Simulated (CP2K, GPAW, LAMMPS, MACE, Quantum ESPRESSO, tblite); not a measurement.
# Which site? Na in place of Li in glassy 58SiO2-12Al2O3-15BaO-15Li2O (mol %) (102 atoms), by several methods

Aim: compare the energies of Na in place of Li at unlike sites of glassy 58SiO2-12Al2O3-15BaO-15Li2O (mol %) (102 atoms), with plane waves as the reference.

Results are calculated, not measured.

### 1. Set-up

The cell holds 102 atoms (19 Si, 8 Al, 5 Ba, 10 Li and 60 O), with edges of 11.04, 11.04 and 11.04 Å. Recipe: 102 atoms (19 Si, 8 Al, 5 Ba, 10 Li, 60 O) placed at random at 2.98 g/cm³, melted at 4000 K for 10 ps at fixed volume with the Morse and Coulomb pair potential with partial charges (Pedone, Malavasi, Menziani, Cormack and Segre, J. Phys. Chem. B 110, 11780 (2006)). Quenched from 4000 K to 300 K at 10 K/ps and fixed volume, held 10 ps at zero pressure, then minimised at fixed cell. Then the atoms were relaxed with MACE MP-0b3 medium in the fixed cell.

### 2. The reference input

Quantum ESPRESSO 7.5: Kohn-Sham DFT, PBE, SSSP efficiency 1.3.0 pseudopotentials, plane waves. Its input, pw.in, for the unchanged cell:

```
&control
  calculation = 'scf'
  pseudo_dir = './pseudo'
  outdir = './tmp'
  disk_io = 'none'
  tprnfor = .true.
  tstress = .true.
/
&system
  ibrav = 0
  nat = 102
  ntyp = 5
  ecutwfc = 60
  ecutrho = 480
  nosym = .true.
  occupations = 'smearing'
  smearing = 'fd'
  degauss = 0.003675
/
&electrons
  conv_thr = 5.1e-07
  electron_maxstep = 100
  mixing_beta = 0.4
  mixing_mode = 'plain'
  diagonalization = 'david'
/
ATOMIC_SPECIES
Si 28.085 Si.upf
Al 26.982 Al.upf
Ba 137.327 Ba.upf
Li 6.940 Li.upf
O 15.999 O.upf
CELL_PARAMETERS angstrom
11.04457 0.00000 0.00000
0.00000 11.04457 0.00000
0.00000 0.00000 11.04457
ATOMIC_POSITIONS crystal
Si 0.25910 0.70678 0.60259
Si 0.17561 0.68735 0.00498
Si 0.82822 0.61855 0.87269
Si 0.85678 0.24476 0.73277
[... 96 atom lines left out ...]
O 0.51339 0.19712 0.32260
O 0.89507 0.26654 0.87484
K_POINTS gamma
```

```console
$ OMP_NUM_THREADS=1 mpirun -np 4 pw.x -in pw.in > output.txt
```

Elapsed: 7.3 min, on 4 MPI ranks of Arm Neoverse V1, shared host; peak memory 4.4 GiB.

It converged with an r.m.s. force component of 0.057 eV/Å and a pressure of 1.3 GPa.

### 3. The levels

The levels share the cells and solve them as single points, though not every level runs every cell. CPU time is summed over a level's finished runs, on a host shared with the other runs, so it is rough; the force column is the median over cells of the r.m.s. difference of force components from the reference.

```
                level                        basis or training data  k-points  runs finished  CPU time  peak memory (GiB)  force difference (meV/Å)
              QE, PBE       plane waves, SSSP efficiency, 60/480 Ry         Γ         4 of 4     1.9 h                4.5                 reference
        GPAW dzp, PBE                   dzp orbitals, PAW, h 0.18 Å         Γ         3 of 3    20 min                2.4                       309
CP2K double zeta, LDA  DZVP-MOLOPT-SR, GTH-PADE potentials, 1200 Ry         Γ         3 of 3    23 min                 13                       193
    MACE MP-0b2 small            trained on PBE(+U) plane-wave data         -         4 of 4      30 s               0.68                        68
   MACE MP-0b3 medium            trained on PBE(+U) plane-wave data         -         4 of 4      40 s                1.2                        56
```

Runs without a converged result: tblite GFN1-xTB, 3 single points (refused). A level enters a table below only where it finished every cell that the table needs.

The reference's own r.m.s. force component runs from 55 to 59 meV/Å over these cells. MACE MP-0b3 medium relaxed the atoms, so in the cells that it relaxed its own forces are small, and its entry isn't an independent test there.

### 4. The sites

Each changed cell was relaxed with MACE MP-0b3 medium before the single points. Neighbours are the site's nearest atoms before the change.

| site | nearest atoms | their mean distance (Å) | atoms within 6 Å | largest move on relaxing (Å) | longest force left in the reference (eV/Å) |
| --- | --- | --- | --- | --- | --- |
| Li41 | O3 | 2.00 | 68 | 1.43 | 0.29 |
| Li37 | O5 | 2.21 | 66 | 0.25 | 0.26 |
| Li33 | O4 | 1.98 | 66 | 0.54 | 0.27 |

### 5. Site energies

All changed cells hold the same atoms, so within one level their energies compare with no chemical potential. Energies in eV, less that of Li41, the reference's cheapest site; the last column is the largest deviation from the reference once each row's mean is taken off.

```csv
level,Li41,Li37,Li33,cheapest,largest deviation
"QE, PBE",0.00,0.13,0.69,Li41,-
"GPAW dzp, PBE",0.00,0.12,0.74,Li41,0.04
"CP2K double zeta, LDA",0.00,0.08,0.55,Li41,0.08
MACE MP-0b2 small,0.00,0.15,0.68,Li41,0.02
MACE MP-0b3 medium,0.00,0.15,0.71,Li41,0.01
```

### 6. Outcome

In the reference the cheapest site is Li41 (O3) and the dearest Li33 (O4), 0.69 eV higher. All 4 other levels pick the same cheapest site, and all give the whole order. MACE MP-0b3 medium follows the reference most closely (0.01 eV at worst) and CP2K double zeta, LDA least (0.08 eV).

The other programs at PBE deviate by 0.04 eV at most, the learned potentials by 0.01 to 0.02 eV. The reference's gap of 4.10 eV in the unchanged cell becomes 4.06 eV (Li41), 4.10 eV (Li37) and 4.09 eV (Li33).

Caveats: The geometries are those of MACE MP-0b3 medium; forces of up to 0.29 eV/Å remain in the reference, so relaxing in DFT would lower the energies, by amounts that can differ from site to site. For MACE MP-0b3 medium alone these are relaxed energies. Defects interact with their periodic images. Atoms moved by over 1 Å in some relaxations, so part of the differences can come from the host's rearranging. Only 3 of the 10 Li sites are compared. Learned potentials don't solve for electrons, so the charge or spin state of a defect can't be set in them. The quench rate of 10 K/ps is many orders above laboratory rates, so the cell is likely richer in defects and strain than a real sample. The reference samples only Γ, in a cell whose shortest periodic width is 11 Å. Spin–orbit coupling is left out, which matters for the levels of the heavy elements. The reference isn't exact: its cutoffs and mesh weren't converged further here. Where levels are smeared, the DFT runs use Fermi–Dirac occupations at 580 K (0.05 eV), and energies are free energies.

[Logs are printed without paths, hosts, clocks, repeated set-up lines and the standing remarks that a program may print on its own settings, such as how far it seeks lower states.]

[Hosts, paths, dates, database ids (printed as entryN), source tags and the programs' standing remarks are cut or masked in the printed files.]
